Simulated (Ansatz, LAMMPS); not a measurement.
# Structural relaxation of glassy 50SiO2-20Al2O3-15Li2O-15ZnO (mol %) (65 atoms), part 4 of 4

Aim: bring glassy 50SiO2-20Al2O3-15Li2O-15ZnO (mol %) (65 atoms) to a nearby minimum of the energy and see what moves.

Ansatz 0.2.0; Kohn-Sham DFT, LDA, PAW (set soft_2), plane waves.

The cell: 10 Si, 8 Al, 6 Li, 3 Zn and 38 O. The quench rate of 20 K/ps is many orders above laboratory rates. The starting topology of bonds comes from the classical model. Sampling is at Γ alone, for a cell whose shortest periodic width is 9 Å.

So far, density (g/cm³): step 5 (local order after relaxation) 2.97.

## (7) Another try, on a changed input

A doubtful change is made on purpose, to see how the program answers.

The input, input.yaml:

```yaml
crystal:
  lattice:
    - [9.08383, 0.0, 0.0]
    - [0.0, 9.08383, 0.0]
    - [0.0, 0.0, 9.08383]
  atoms:
    [... the 65 atom lines of step 3 ...]
kpoints:
  mp_grid: { grid: [1, 1, 1] }
hamiltonian:
  xc: lda
scf:
  occupations: { method: fermi_dirac, width: 0.025 }
  mixing: { algorithm: anderson, beta: 1.0, ndim: 1, preconditioner: none }
  max_iter: 75
output:
  forces: true
```

The run is started by

```bash
> ansatz run input.yaml --threads 4 --pin off --max-ram 8192MiB --backend cpu --events-out ev --progress --plain --runs-dir out
```

Numbers of over 12 decimals in the logs are rounded to 6 here.

Log:

```text
Engine: ansatz 0.2.0, aarch64-unknown-linux-gnu
Pseudopotentials: kind: paw
Pseudopotential: Si, paw, valence charge 4, recommended cutoff 420 eV (normal), Si.paw.azcp
Pseudopotential: Al, paw, valence charge 3, recommended cutoff 420 eV (normal), Al.paw.azcp
Pseudopotential: Li, paw, valence charge 3, recommended cutoff 420 eV (normal), Li.paw.azcp
Pseudopotential: Zn, paw, valence charge 12, recommended cutoff 420 eV (normal), Zn.paw.azcp
Pseudopotential: O, paw, valence charge 6, recommended cutoff 420 eV (normal), O.paw.azcp
Functional definition: SPW92
  exchange = slater_x
  correlation = pw_c
Crystal: 65 atoms, lattice volume = 749.561 Å³
Basis set: ecut = 420 eV, 14771 PW (Γ)
Bands: 238, of which v1, the nominal top of the filled ones, is band 173 counted from 1 (172 counted from 0)
Symmetry: 1 space group operations
Space group: P1 (ITA 1), of the structure as read, at distance tolerance 9.1e-5 Å
k-points: 1
Non-local potential: Si, projectors of the file, l = 0: 2, l = 1: 2, l = 2: 2
Non-local potential: Al, projectors of the file, l = 0: 2, l = 1: 2, l = 2: 1
Non-local potential: Li, projectors of the file, l = 0: 3, l = 1: 2, l = 2: 1
Non-local potential: Zn, projectors of the file, l = 0: 2, l = 1: 2, l = 2: 3, l = 3: 1
Non-local potential: O, projectors of the file, l = 0: 2, l = 1: 2, l = 2: 1
PAW form: soft (Blöchl's): semilocal exchange-correlation on the pseudo side does not see the compensation charge
PAW frozen core: Si, regenerated for the run's functional, and the local potential with it (the file was generated under x = pbe(κ = 0.804, μ = 0.219515), c = pbe(β = 0.066725))
PAW frozen core: Al, regenerated for the run's functional, and the local potential with it (the file was generated under x = pbe(κ = 0.804, μ = 0.219515), c = pbe(β = 0.066725))
PAW frozen core: Zn, regenerated for the run's functional, and the local potential with it (the file was generated under x = pbe(κ = 0.804, μ = 0.219515), c = pbe(β = 0.066725))
PAW frozen core: O, regenerated for the run's functional, and the local potential with it (the file was generated under x = pbe(κ = 0.804, μ = 0.219515), c = pbe(β = 0.066725))
PAW one-centre angular grid: Si, 110 points (default); XC on 64 Gauss nodes
PAW one-centre angular grid: Al, 110 points (default); XC on 64 Gauss nodes
PAW one-centre angular grid: Li, 110 points (default); XC on 64 Gauss nodes
PAW one-centre angular grid: Zn, 590 points (default); XC on 64 Gauss nodes
PAW one-centre angular grid: O, 110 points (default); XC on 64 Gauss nodes
Initial density: superposition of atomic densities (neutral atoms: chi_scale 0, normalization atom), corrected by the library's trained network
Initial wavefunctions: pseudopotential atomic-orbital guess
Functional: x = slater, c = lda
SCF iter   1: F=—  HF=-42308.954712 eV  |F-HF|=—  |Δ(HF+E_count)|=         —  Δρ=1.39e-2  dr2=1.30e0  ethr=1.77e-3  ⟨swp⟩=6.0  Hψ=1057  notcnv=0  defer=30
SCF iter   2: F=—  HF=-42309.745981 eV  |F-HF|=—  |Δ(HF+E_count)|=   7.91e-1  Δρ=2.68e-2  dr2=4.03e0  ethr=3.77e-4  ⟨swp⟩=3.0  Hψ=459  notcnv=0  defer=59
SCF iter   3: F=—  HF=-42313.315333 eV  |F-HF|=—  |Δ(HF+E_count)|=    3.57e0  Δρ=5.36e-2  dr2=1.65e1  ethr=3.77e-4  ⟨swp⟩=4.0  Hψ=498  notcnv=0  defer=59
SCF iter   4: F=—  HF=-42329.273163 eV  |F-HF|=—  |Δ(HF+E_count)|=    1.60e1  Δρ=1.09e-1  dr2=6.85e1  ethr=3.77e-4  ⟨swp⟩=4.0  Hψ=623  notcnv=0  defer=60
SCF iter   5: F=—  HF=-42406.187474 eV  |F-HF|=—  |Δ(HF+E_count)|=    7.69e1  Δρ=2.44e-1  dr2=4.32e2  ethr=3.77e-4  ⟨swp⟩=7.0  Hψ=932  notcnv=0  defer=59
SCF iter   6: F=—  HF=-43023.825004 eV  |F-HF|=—  |Δ(HF+E_count)|=    6.18e2  Δρ=5.40e-1  dr2=4.22e3  ethr=3.77e-4  ⟨swp⟩=18.0  Hψ=2086  notcnv=0  defer=63
SCF iter   7: F=—  HF=-58268.149353 eV  |F-HF|=—  |Δ(HF+E_count)|=    1.52e4  Δρ=1.58e0  dr2=9.95e4  ethr=3.77e-4  ⟨swp⟩=46.0  Hψ=8025  notcnv=25  defer=63
SCF iter   8: F=—  HF=-205371.526378 eV  |F-HF|=—  |Δ(HF+E_count)|=    1.47e5  Δρ=2.95e0  dr2=3.58e5  ethr=3.77e-4  ⟨swp⟩=46.0  Hψ=12501  notcnv=51  defer=63
SCF iter   9: F=—  HF=-314064.161430 eV  |F-HF|=—  |Δ(HF+E_count)|=    1.09e5  Δρ=3.15e0  dr2=3.56e5  ethr=3.77e-4  ⟨swp⟩=46.0  Hψ=11979  notcnv=173  defer=65
SCF iter  10: F=—  HF=-205263.355078 eV  |F-HF|=—  |Δ(HF+E_count)|=    1.09e5  Δρ=3.15e0  dr2=3.82e5  ethr=3.77e-4  ⟨swp⟩=46.0  Hψ=12126  notcnv=67  defer=27
automatic band count: iteration 10 solves 200 bands in place of 238: the levels show a gap, and the empty bands left out lie too high to hold charge; the band table lists the bands solved (type scf.n_extra_bands for more)
WARN: SCF iteration 10: the Harris–Foulkes energy stands at -2.0526e5 eV, against -42308.9547 eV at iteration 1 (that of least residual so far), and has stood under the runaway watch's bar for 3 iterations running; the SCF is not ended for it (`scf.max_iter` in the input reference has the rule and what to try)
SCF iter  11: F=—  HF=-340448.010534 eV  |F-HF|=—  |Δ(HF+E_count)|=    1.35e5  Δρ=3.30e0  dr2=3.79e5  ethr=3.77e-4  ⟨swp⟩=46.0  Hψ=12576  notcnv=173  defer=27
SCF iter  12: F=—  HF=-202736.775310 eV  |F-HF|=—  |Δ(HF+E_count)|=    1.38e5  Δρ=3.30e0  dr2=3.69e5  ethr=3.77e-4  ⟨swp⟩=46.0  Hψ=11801  notcnv=70  defer=27
SCF iter  13: F=—  HF=-333409.439159 eV  |F-HF|=—  |Δ(HF+E_count)|=    1.31e5  Δρ=3.32e0  dr2=3.75e5  ethr=3.77e-4  ⟨swp⟩=46.0  Hψ=11732  notcnv=173  defer=27
SCF iter  14: F=—  HF=-208562.673726 eV  |F-HF|=—  |Δ(HF+E_count)|=    1.25e5  Δρ=3.30e0  dr2=3.67e5  ethr=3.77e-4  ⟨swp⟩=46.0  Hψ=11135  notcnv=81  defer=27
```

Wall time 60 s (4 threads of Arm Neoverse V1, shared host); peak memory 0.82 GiB; 3.8 min of CPU time.

Residual by cycle:

cycle, log10 residual and a bar:
```
        1        0.1 
        2        0.6 ###
        3        1.2 ######
        5        2.6 ##############
        6        3.6 ###################
        7        5.0 ###########################
        8        5.6 ##############################
        9        5.6 ##############################
       10        5.6 ##############################
       12        5.6 ##############################
       13        5.6 ##############################
       14        5.6 ##############################
```

The run was cut off at its time limit.

After 14 cycles the residual stands at 3.7e5.

The change made on purpose: scf.mixing.algorithm = "anderson", scf.mixing.beta = 1.0, scf.mixing.ndim = 1 and scf.mixing.preconditioner = "none".

## (8) What came out

```json
{"energy change in the relaxation": "-84.26 meV/atom", "r.m.s. displacement": "0.225 Å", "largest displacement": "0.841 Å", "free energy per atom": "-650.9846 eV/atom", "pressure": "-1.204 GPa", "r.m.s. force component": "0.00519 eV/Å", "gap (highest filled to lowest empty level)": "3.331 eV", "wall time of the 4 DFT runs": "2.1 min"}
```

In words: Relaxation lowers the energy by 84.3 meV/atom and moves atoms by 0.23 Å r.m.s.; the r.m.s. force component goes from 1.4 to 0.0052 eV/Å, the pressure goes from 2.6 to -1.2 GPa, and the gap from 2.61 to 3.33 eV. By the final cutoffs 3 of 111 bonded pairs parted and 3 joined. First to last step the energy falls by 5.477 eV; the largest move, 0.84 Å, is that of Li21. The O-Zn bonds change most in mean length: from 2.082 Å (spread 0.121) to 1.989 Å (spread 0.098), and their number from 14 to 12. By these cutoffs 75 % of Al atoms have 4, 50 % of Li atoms have 4, 61 % of O atoms have 3 and all Si atoms have 4 bonded neighbours. Counting bonds to Si and Al alone, not to Zn, 79 % of the oxygens join two of these atoms and 13 % one; 8 % join three. The highest filled and lowest empty levels differ by 3.33 eV (at Γ alone); a local or semilocal functional tends to put such gaps too low. In a disordered cell it changes from sample to sample, and tail or defect levels can set it.

What to keep in mind: The network of bonds at the start is that of the classical potential that made the cell; in DFT 3 of its 111 bonded pairs passed out of the cutoffs and 3 came within them.

[Logs are printed without paths, hosts, clocks, repeated set-up lines and the standing remarks that a program may print on its own settings, such as how far it seeks lower states.]

[Hosts, paths, dates, database ids (printed as entryN), source tags and the programs' standing remarks are cut or masked in the printed files.]
